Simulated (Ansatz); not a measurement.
# GaN (P6_3mc): lattice thermal conductivity, part 2 of 2

How well does the lattice of GaN conduct heat?

What experiment has found for this phase:
- thermal conductivity 210 W/m/K near room temperature (given in “Combining the AFLOW GIBBS and Elastic Libraries to efficiently and robustly screen thermo-mechanical properties of solids”, 2017, arXiv:1611.05714)

Ansatz 0.2.0; DFT LDA, scalar-relativistic, plane waves, PAW; PAW set soft_1.

So far, κ at 300 K (relaxation time) (W/m/K): step 6 (a cheap rung) 302. The relaxed cell has a = 3.152, c = 5.138 Å (conventional setting).

The database entry behind the starting cell differs from later determinations by our own check (about 0.3 % short, ideal inner coordinate), so it need not match the best structure at ambient conditions.

### Step 7. Anharmonic force constants and conductivity, pair cutoff 3.354 Å, distances inside cutoff 2 (continued)

Relaxation-time solution. The share of κ carried by shorter paths by mean free path:

```tsv
mean free path (nm)	100 K	300 K	800 K
2.15	0	0	0.002
3.16	0	0	0.005
6.81	0	0.003	0.024
10	0	0.006	0.034
14.7	0	0.013	0.045
21.5	0	0.019	0.062
46.4	0.001	0.04	0.185
68.1	0.002	0.071	0.305
100	0.005	0.145	0.429
215	0.054	0.354	0.663
316	0.086	0.445	0.776
464	0.12	0.57	0.838
681	0.157	0.641	0.884
1470	0.208	0.758	0.96
2150	0.267	0.821	0.991
3160	0.327	0.883	1
6810	0.475	0.958	1
10000	0.563	1	1
14700	0.658	1	1
21500	0.821	1	1
46400	0.914	1	1
68100	1	1	1
```

300 K; a sample spread over frequency. Mode lifetimes, by row, the first 40 of 90 rows:

```tsv
q1	q2	q3	branch	frequency (THz)	rms speed (km/s)	three-phonon rate (1/ps)	isotope rate (1/ps)	lifetime (ps)	mean free path (nm)
0	0.0526	0	1	0.664	4.47	0.00157	4.68e-7	638	2850
0.0526	0.1053	0.1111	2	2.121	3.84	0.00327	9.82e-5	297	1140
0	0.2105	0.1111	1	2.82	3.01	0.00544	3.66e-4	172	518
0	0.2105	0.2222	2	3.304	3.29	0.0116	7.52e-4	80.9	266
0.0526	0.2632	0.1111	1	3.647	2.62	0.0141	0.00145	64.3	168
0.0526	0.1579	0.4444	1	3.906	2.89	0.0192	0.00222	46.7	135
0.1053	0.2105	0.2222	2	4.101	3.36	0.0219	0.00315	39.9	134
0.0526	0.3684	0.1111	1	4.203	1.91	0.0205	0.00463	39.8	75.8
0.0526	0.1053	0.2222	3	4.368	1.69	0.0236	0.0052	34.7	58.7
0.0526	0.1053	0.1111	4	4.491	1.53	0.025	0.00603	32.2	49.2
0.1053	0.1579	0.4444	2	4.628	1.72	0.0271	0.00716	29.2	50.1
0.1053	0.4211	0.1111	1	4.714	2.62	0.0225	0.0105	30.3	79.5
0.0526	0.0526	0	5	4.783	3.16	0.0185	0.00902	36.4	115
0.2632	0.3158	0.3333	1	4.872	1.57	0.0311	0.0108	23.9	37.5
0	0.3684	0.4444	2	4.976	1.89	0.0245	0.0108	28.3	53.4
0	0.0526	0.3333	5	5.066	6.9	0.0215	0.0117	30.1	207
0.0526	0.1579	0.4444	4	5.166	3.17	0.0159	0.0104	38	120
0.1053	0.3684	0.3333	2	5.293	2.04	0.0163	0.0089	39.6	80.8
0.1053	0.4211	0.2222	2	5.388	1.5	0.0124	0.0108	43.1	64.8
0.1053	0.1053	0.3333	4	5.485	3.2	0.0123	0.0105	43.8	140
0.0526	0.1053	0.3333	5	5.61	5.85	0.00501	0.00944	69.2	405
0.1579	0.4211	0	2	5.733	0.87	0.00866	0.00912	56.2	49.1
0.1053	0.1579	0.3333	4	5.875	2.73	0.00903	0.0109	50.1	137
0.1053	0.4211	0.4444	4	5.998	2.59	0.00741	0.0121	51.4	133
0	0.2632	0.3333	4	6.14	2.8	0.00825	0.0112	51.5	144
0.1053	0.4211	0.3333	4	6.252	2.31	0.00633	0.0118	55.2	127
0.2105	0.3158	0.4444	3	6.437	2.57	0.00465	0.012	60.1	154
0	0.2105	0	5	6.547	3.75	0.00453	0.0122	59.9	225
0.0526	0.2105	0.2222	5	6.705	5.56	0.00621	0.0104	60	334
0.1579	0.1579	0.1111	5	6.893	2.13	0.0113	0.0101	46.9	100
0.3158	0.3158	0.4444	3	7.071	1.23	0.0314	0.0109	23.6	29.1
0.0526	0.3158	0.1111	4	7.243	1.94	0.0845	0.00893	10.7	20.8
0	0.3158	0	5	7.55	3.76	0.043	0.0042	21.2	79.6
0	0.3158	0.2222	5	8.052	4.66	0.0845	0.00443	11.2	52.3
0.2632	0.2632	0.1111	5	8.529	1.71	0.106	0.00998	8.62	14.8
0.0526	0.3684	0.1111	5	8.74	3.1	0.0918	0.0134	9.5	29.5
0.1579	0.2105	0.4444	6	8.986	2.57	0.102	0.0205	8.17	21
0.1579	0.4211	0.1111	5	9.078	1.56	0.122	0.0349	6.37	9.93
0	0.3158	0.1111	6	9.166	0.93	0.19	0.0415	4.32	4.03
0.2105	0.2105	0.2222	6	9.272	1.07	0.159	0.0352	5.14	5.5
```

Without the LO-TO term. Gamma linewidths, by row:

```tsv
branch	frequency (cm⁻¹)	three-phonon rate (1/ps)	isotope rate (1/ps)	FWHM (cm⁻¹)
4	139.9	0.0168	0.00449	0.113
5	139.9	0.0168	0.00449	0.113
6	335.9	0.377	0.00579	2.03
7	538.4	2	0	10.6
8	560.4	0.407	6.93e-4	2.16
9	560.4	0.407	6.93e-4	2.16
10	569.5	0.119	0.0113	0.69
11	569.5	0.119	0.0113	0.69
12	698.1	0.0527	0.0232	0.403
```

W/m/K, third of the trace; RTA populations with a boundary rate v/L added to each mode (Matthiessen's rule). Kappa by grain size, by row:

```tsv
T (K)	bulk	10 nm	30 nm	100 nm	300 nm	1000 nm	10000 nm	100000 nm
100	921	7.396	20.28	54.59	115.1	219.4	533.8	822.4
300	257.6	12.99	30.72	67.07	113.2	165.3	234.1	254.5
600	136.8	12.91	27.82	54.04	81.91	107.7	131.7	136.3
```

W/m/K, third of the trace; RTA populations with the isotope rates scaled. Kappa by mass disorder, by row:

```tsv
T (K)	no isotopes	as typed	variance x 3	variance x 10	variance x 30
100	1666	921	635.9	359.8	189.4
300	395.4	257.6	194.4	134	86.24
600	184.7	136.8	105.5	74.64	51.54
```

At 300 K the relaxation-time value is 258 W/(m K).

### Step 8. Levels and costs side by side

Ladder, by row:

```tsv
cells or q mesh	k mesh	pair cutoff	atoms in the supercell	q-mesh of the transport sums	κ at 300 K (relaxation time) (W/m/K)	κ at 300 K (full solution) (W/m/K)	core-minutes
3x3x2	9x9x6	2.084	72	13×13×7	302.4	297	47.7
3x3x2	9x9x6	3.354	72	19×19×9	257.6	274	120.1
```

### Step 9. Summary of results

* highest frequency: 735.6 cm⁻¹
* Debye temperature from the second moment: 884 K
* κ at 300 K (relaxation time): 257.6 W/m/K
* κ at 300 K (full solution): 274 W/m/K
* mean free path at half of κ: 352 nm
* share of κ above the three lowest branches: 0.3

**Reading.** The lattice of GaN conducts 274 W/(m K) at 300 K by LDA (mean over directions, full solution). The full solution lies +6 % from the relaxation-time value at 300 K. Above 300 K the relaxation-time κ falls as T^-0.89, near the 1/T law of three-phonon scattering. Grains of 100 nm would keep 26 % of the bulk value at 300 K, and grains of 1 µm 64 %. Removing the natural isotope disorder raises κ at 300 K by 53 %. The first rung (72 atoms, cutoff 2.08 Å) gave 302 W/(m K) by relaxation time for 0.40 times the cost of the last; short cutoffs miss scattering channels and can err either way, and the meshes changed too. A measured thermal conductivity near room temperature is 210 W/m/K (arXiv:1611.05714); the calculated 274 W/m/K differs by +30 %. Four-phonon, defect and boundary scattering, which are left out, would lower the calculated value; thermal expansion is left out too. The sum rules changed one orbit of cubic constants by up to 33 %; by the manual a large change points to a short cutoff or, on a small and distant orbit, to noisy forces. The conductivities include the coherence part between close branches; the shares for grains, isotopes, branches and paths are of the relaxation-time populations alone. Cubic couplings among atoms farther apart than the pair cutoff are dropped, and neither the cutoff nor the q-mesh was shown to be converged here. The interpolation has no quadrupole term, so branches near the zone centre are less sure, since this crystal has sites that are not centres of inversion. The PAW files were made for PBE and are used here under another functional, for which the program regenerates the frozen cores.

[Logs are printed without paths, hosts, clocks, repeated set-up lines and the standing remarks that a program may print on its own settings, such as how far it seeks lower states.]

[Hosts, paths, dates, database ids (printed as entryN), source tags and the programs' standing remarks are cut or masked in the printed files.]

[A step with changed settings may run another functional than the one named; its input shows which.]
